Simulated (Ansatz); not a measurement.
# The perfect InAs wire along [110], 6 atoms a period, H-terminated, part 2 of 3

Wanted: the relaxed geometry and the bands of the InAs wire along [110], 6 atoms a period, H-terminated.

Ansatz 0.2.0; DFT PBE, plane waves, PAW; relaxation of a wire's period; PAW set soft_1 (the session's first sound run).

So far. Step 2 (The relaxed wire): The cell's length comes to 4.566 Å with spin left out.

### 3. Bands of the perfect wire

This step: DFT PBE, plane waves, PAW; bands of a perfect wire; PAW set soft_1 (Ansatz 0.2.0).

At the relaxed period the bands are computed along the axis; those that cross an energy going forward count the channels that a perfect wire would open there.

Contents of input.yaml:

```yaml
crystal:
  lattice:
    - [13.365, 0.0, 0.0]
    - [0.0, 14.084, 0.0]
    - [0.0, 0.0, 4.5662457794]
  atoms:
    - { symbol: As, position: [0.342707999, 0.5, 0.0] }
    - { symbol: H, position: [0.355683177, 0.766952729, 0.0] }
    - { symbol: In, position: [0.438781586, 0.671873679, 0.0] }
    - { symbol: In, position: [0.438781586, 0.328126321, 0.0] }
    - { symbol: H, position: [0.740316212, 0.5, 0.15552816] }
    - { symbol: H, position: [0.265858642, 0.5, 0.246090474] }
    - { symbol: As, position: [0.544327808, 0.642337306, 0.5] }
    - { symbol: As, position: [0.544327808, 0.357662694, 0.5] }
    - { symbol: H, position: [0.606093179, 0.733572641, 0.5] }
    - { symbol: H, position: [0.606093179, 0.266427359, 0.5] }
    - { symbol: In, position: [0.685660942, 0.5, 0.5] }
    - { symbol: H, position: [0.265858642, 0.5, 0.753909526] }
    - { symbol: H, position: [0.740316212, 0.5, 0.84447184] }
    - { symbol: H, position: [0.355683177, 0.233047271, 0.0] }
kpoints:
  mp_grid: { grid: [1, 1, 18] }
  band_path: { path: ["Γ", Z], npoints: 90 }
scf:
  occupations: { method: fermi_dirac, width: 0.05 }
hamiltonian:
  xc: pbe
  pseudopotentials: { kind: paw, azcp: { folder: soft_1 } }
output:
  dos: { e_range: [-5, 4] }
  write_potential: true
  write_density: true
  volumetric_format: npy
```

On the command line:

```sh
ansatz run input.yaml --threads 4 --pin off --max-ram 16384MiB --backend cpu --events-out ev --progress --plain --runs-dir out
```

Numbers of over 12 decimals in the logs are rounded to 6 here.

The program printed:

```text
[...]
Crystal: 14 atoms, lattice volume = 859.517 Å³
Basis set: ecut = 420 eV, 16829 PW (Γ)
Bands: 60, of which v1, the nominal top of the filled ones, is band 46 counted from 1 (45 counted from 0)
Symmetry: 4 space group operations
[...]
k-points: 10 of 18
[...]
SCF iter   1: F=—  HF=-31489.661531 eV  |F-HF|=—  |Δ(HF+E_count)|=         —  Δρ=2.90e-2  dr2=8.17e0  ethr=3.10e-3  ⟨swp⟩=7.9  Hψ=2789  notcnv=0  defer=3
[...]
SCF iter   9: F=-31487.023518 eV  HF=-31487.023517 eV  |F-HF|=1.38e-7  |Δ(HF+E_count)|=   8.24e-7  Δρ=3.41e-6  dr2=9.34e-8  ethr=1.09e-10  ⟨swp⟩=13.6  Hψ=3018  notcnv=0
SCF 1 converged in 9 iterations: F = -31487.023518 eV  dr2 = 9.34e-8
[...]
NSCF: frozen V_eff on 91 k-points
WARN: The output density's exchange-correlation potential varies sharply where the density is thin. Do not read a vacuum level from v_tot or v_xc, or from such a field of the output density. On a cell that repeats whose density bears no net charge and no dipole along the vacuum's axis use v_es (v_loc + v_h of the components); under efield.dipole_correction with no amplitude use v_es + v_field, which holds any externa [...]
SCF converged after 9 iterations
Free energy (F): -31487.023518 eV
[...]
Internal energy: -31487.023514 eV  (E = F + TS)
E sigma→0 (E₀):  -31487.023516 eV
Entropy (-TS):   -0.000003 eV (-0.000 meV/atom)
Fermi energy:    -1.415875 eV
[...]
--- Band table (eV; the first three rows and the last of 10) ---
  k-point 0: bands = [... 42 lower, -3.5869, -3.3978, -3.3276, -1.9529, -0.8742, -0.7834, 0.2708, 0.8637, ... 10 higher]
  k-point 1: bands = [... 42 lower, -3.6453, -3.4256, -3.4021, -2.0895, -0.6991, -0.6380, 0.3114, 0.8848, ... 10 higher]
  k-point 2: bands = [... 42 lower, -3.7884, -3.6344, -3.4228, -2.3668, -0.3021, -0.2743, 0.4221, 0.9026, ... 10 higher]
  k-point 9: bands = [... 42 lower, -4.3274, -3.9159, -3.8202, -3.3655, 0.3437, 0.6489, 1.0585, 1.2410, ... 10 higher]
```

It took 68 s on 4 threads of Arm Neoverse V2, shared host; peak memory 2.8 GiB; 4.5 min of CPU time.

Reading the cycles: dr2 is the Hartree energy of the density residual (eV), the measure of convergence; HF is the Harris–Foulkes estimate of the energy, which meets the free energy F at convergence.

This step gave:

```yaml
band_gap: 1.079 eV
```

Electronic bands along the path, in eV, zero at the Fermi level:

| point | band 43 | band 44 | band 45 | band 46 | band 47 | band 48 | band 49 | band 50 |
| --- | --- | --- | --- | --- | --- | --- | --- | --- |
| Γ | -2.17 | -1.98 | -1.91 | -0.54 | 0.54 | 0.63 | 1.69 | 2.28 |
| halfway | -2.86 | -2.46 | -2.12 | -1.52 | 2.00 | 2.08 | 2.21 | 2.48 |
| Z | -2.91 | -2.50 | -2.40 | -1.95 | 1.76 | 2.06 | 2.47 | 2.66 |

The gap is 1.08 eV, with spin left out.

On this path the gap is direct, 1.08 eV, with the valence top at Γ and the conduction bottom at Γ.

### 4. Another level of theory, cutoff 500 eV, k-mesh 1×1×14

This step: DFT r2SCAN, plane waves, PAW; bands of a perfect wire at the PBE geometry; PAW set soft_1 (Ansatz 0.2.0).

The atoms stay at the PBE geometry and the functional changes. r2SCAN also reads the kinetic-energy density; it often gives larger moments and wider gaps than PBE, at a higher cost. Against the first PBE run of this kind, the cutoff is 500 eV against 420 and the mesh along the wire has 14 points against 18.

Changes to input.yaml since step 3:

```diff
@@ -21,3 +21,3 @@
 kpoints:
-  mp_grid: { grid: [1, 1, 18] }
+  mp_grid: { grid: [1, 1, 14] }
   band_path: { path: ["Γ", Z], npoints: 90 }
@@ -26,8 +26,3 @@
 hamiltonian:
-  xc: pbe
+  xc: r2scan
   pseudopotentials: { kind: paw, azcp: { folder: soft_1 } }
-output:
-  dos: { e_range: [-5, 4] }
-  write_potential: true
-  write_density: true
-  volumetric_format: npy
```

The program printed:

```text
[...]
Crystal: 14 atoms, lattice volume = 859.517 Å³
Basis set: ecut = 500 eV, 21883 PW (Γ), exchange–correlation on 400×432×144 points (64 copies of the dense FFT grid, shifted against one another)
Bands: 60, of which v1, the nominal top of the filled ones, is band 46 counted from 1 (45 counted from 0)
Symmetry: 4 space group operations
[...]
k-points: 8 of 14
[...]
--- Band table (eV; the first three rows and the last of 8) ---
  k-point 0: bands = [... 42 lower, -3.8239, -3.6215, -3.5572, -2.0859, -0.7412, -0.6520, 0.4993, 1.0717, ... 10 higher]
  k-point 1: bands = [... 42 lower, -3.9161, -3.7096, -3.6314, -2.2927, -0.4674, -0.4139, 0.5679, 1.1210, ... 10 higher]
  k-point 2: bands = [... 42 lower, -4.1382, -3.9851, -3.6680, -2.6741, 0.1264, 0.1421, 0.7411, 1.1210, ... 10 higher]
  k-point 7: bands = [... 42 lower, -4.6115, -4.1790, -4.0587, -3.5721, 0.4656, 0.8561, 1.2787, 1.4012, ... 10 higher]
[key lines of the parts left out:]
SCF converged after 9 iterations
Free energy (F): -31555.266302 eV
Fermi energy:    -1.416861 eV
```

The job ended after 2 min (4 threads; peak memory 4.6 GiB).

This step gave:

* band gap: 1.345 eV

The electronic bands at the labelled points (eV, zero at the Fermi level):

| point | band 43 | band 44 | band 45 | band 46 | band 47 | band 48 | band 49 | band 50 |
| --- | --- | --- | --- | --- | --- | --- | --- | --- |
| Γ | -2.41 | -2.20 | -2.14 | -0.67 | 0.68 | 0.76 | 1.92 | 2.49 |
| halfway | -3.12 | -2.72 | -2.36 | -1.70 | 2.24 | 2.30 | 2.43 | 2.65 |
| Z | -3.19 | -2.76 | -2.64 | -2.16 | 1.88 | 2.27 | 2.70 | 2.82 |

The gap is 1.34 eV, against 1.08 eV under PBE at the relaxed period.

### 5. Levels at the same atoms, level HSE06, cutoff 420 eV

This step: DFT HSE06, plane waves, PAW; levels of a perfect wire at the PBE geometry; PAW set soft_1 (Ansatz 0.2.0).

The atoms stay at the PBE geometry and the functional changes. HSE06 mixes in a quarter of short-range exact exchange, which removes part of the self-interaction that closes gaps; it is dear, so the mesh is thinner and no path is run. Against the first PBE run of this kind, the mesh along the wire has 7 points against 18.

Changes to input.yaml since step 4:

```diff
@@ -21,4 +21,3 @@
 kpoints:
-  mp_grid: { grid: [1, 1, 14] }
-  band_path: { path: ["Γ", Z], npoints: 90 }
+  mp_grid: { grid: [1, 1, 7] }
 scf:
@@ -26,3 +25,3 @@
 hamiltonian:
-  xc: r2scan
+  xc: hse06
   pseudopotentials: { kind: paw, azcp: { folder: soft_1 } }
```

The program printed:

```text
[...]
Crystal: 14 atoms, lattice volume = 859.517 Å³
Basis set: ecut = 420 eV, 16829 PW (Γ)
Bands: 60, of which v1, the nominal top of the filled ones, is band 46 counted from 1 (45 counted from 0)
Symmetry: 4 space group operations
[...]
k-points: 4 of 7
[...]
SCF iter   7: F=-31487.026469 eV  HF=-31487.026485 eV  |F-HF|=1.57e-5  |Δ(HF+E_count)|=   2.59e-5  Δρ=6.03e-5  dr2=3.17e-5  ethr=1.88e-7  ⟨swp⟩=4.0  Hψ=536  notcnv=0
[...]
Fermi energy:    -1.498542 eV
[...]
--- Band table (eV) ---
  k-point 0: bands = [... 42 lower, -4.1056, -3.9251, -3.8073, -2.4268, -0.5601, -0.4857]
  k-point 1: bands = [... 42 lower, -4.4321, -4.2596, -3.9736, -2.9971, 0.3222, 0.3237]
  k-point 2: bands = [... 42 lower, -4.9238, -4.4663, -4.1325, -3.5362, 0.9066, 1.1338]
  k-point 3: bands = [... 42 lower, -4.9777, -4.4942, -4.3330, -3.8308, 0.7242, 1.0812]
  guard bands above this table: 12 of the run's 60 bands. The solve was not asked for them (output.publish_guard_bands: true or output.eigenvalues: true publishes all)
[key lines of the parts left out:]
Free energy (F): -31502.669343 eV
```

It took 1.7 min on 4 threads; peak memory 2.2 GiB.

Numbers from this step:

```
band gap : 1.867 eV
```

The gap is 1.87 eV, against 1.08 eV under PBE at the relaxed period.

### 6. Two-component spinors, k-mesh 1×1×11

This step: DFT PBE, plane waves, fully relativistic PAW; bands of a perfect wire with spin-orbit coupling; PAW set soft_1 (Ansatz 0.2.0).

Spin-orbit coupling mixes the spins and splits bands that cross or touch without it, so it can open or close channels. Fully relativistic datasets take the place of the scalar ones. Against the first PBE run of this kind, the mesh along the wire has 11 points against 18.

Changes to input.yaml since step 5:

```diff
@@ -21,3 +21,4 @@
 kpoints:
-  mp_grid: { grid: [1, 1, 7] }
+  mp_grid: { grid: [1, 1, 11] }
+  band_path: { path: ["Γ", Z], npoints: 90 }
 scf:
@@ -25,3 +26,6 @@
 hamiltonian:
-  xc: hse06
-  pseudopotentials: { kind: paw, azcp: { folder: soft_1 } }
+  xc: pbe
+  pseudopotentials: { kind: paw_fr, azcp: { folder: soft_1 } }
+magnetization:
+  noncollinear: true
+  spin_orbit: true
```

The program printed:

```text
[...]
non-collinear run that drives no moment, with spin-orbit: no starting moment large enough to seed its density (crystal.atoms[].spin), no starting occupations that ask for one, no magnetisation constraint and no magnetic field, so the semilocal B_xc is pinned to zero
Crystal: 14 atoms, lattice volume = 859.517 Å³
Basis set: ecut = 420 eV, 16829 PW (Γ)
[...]
k-point 0: bands = [... 88 lower, -3.2793, -3.2793, -1.9579, -1.9579, -0.8741, -0.8741, -0.7864, -0.7864, ... 24 higher]
  k-point 1: bands = [... 88 lower, -3.3914, -3.3865, -2.3128, -2.2184, -0.4664, -0.4564, -0.4424, -0.4120, ... 24 higher]
  k-point 2: bands = [... 88 lower, -3.4756, -3.4600, -2.7590, -2.6489, 0.2565, 0.2771, 0.2778, 0.3189, ... 24 higher]
  k-point 5: bands = [... 88 lower, -3.8132, -3.8026, -3.3483, -3.3385, 0.3513, 0.3526, 0.6522, 0.6577, ... 24 higher]
[key lines of the parts left out:]
SCF converged after 9 iterations
Magnetization: |M| = 0.0000 μB,  M = (+0.0000, +0.0000, +0.0000) μB
Free energy (F): -31493.167635 eV
Fermi energy:    -1.419862 eV
```

Elapsed: 9.3 min, on 4 threads; peak memory 10 GiB.

Numbers from this step:

- band gap: 1.082 eV

The electronic bands at the labelled points (eV, zero at the Fermi level; v1 is the highest filled band, c1 the lowest empty one):

```csv
point,v4,v3,v2,v1,c1,c2,c3,c4
Γ,-1.86,-1.86,-0.54,-0.54,0.55,0.55,0.63,0.63
halfway,-2.13,-2.11,-1.56,-1.47,1.98,2.00,2.08,2.09
Z,-2.40,-2.40,-1.94,-1.94,1.76,1.76,2.06,2.06
```

The gap is 1.08 eV, against 1.08 eV under PBE at the relaxed period, with no moment.

### 7. All levels side by side

Times are for 4 threads of Arm Neoverse V2, shared host. Results by setting:

| no. | run | band gap (eV) | time | memory (GiB) |
| --- | --- | --- | --- | --- |
| 1 | lead | 1.079 | 68 s | 2.8 |
| 2 | levels | 1.345 | 2 min | 4.6 |
| 3 | levels | 1.867 | 1.7 min | 2.2 |
| 4 | SOC | 1.082 | 9.3 min | 10 |

(Part 2 of 3 ends here.)

[Logs are printed without paths, hosts, clocks, repeated set-up lines and the standing remarks that a program may print on its own settings, such as how far it seeks lower states.]

[Hosts, paths, dates, database ids (printed as entryN), source tags and the programs' standing remarks are cut or masked in the printed files.]
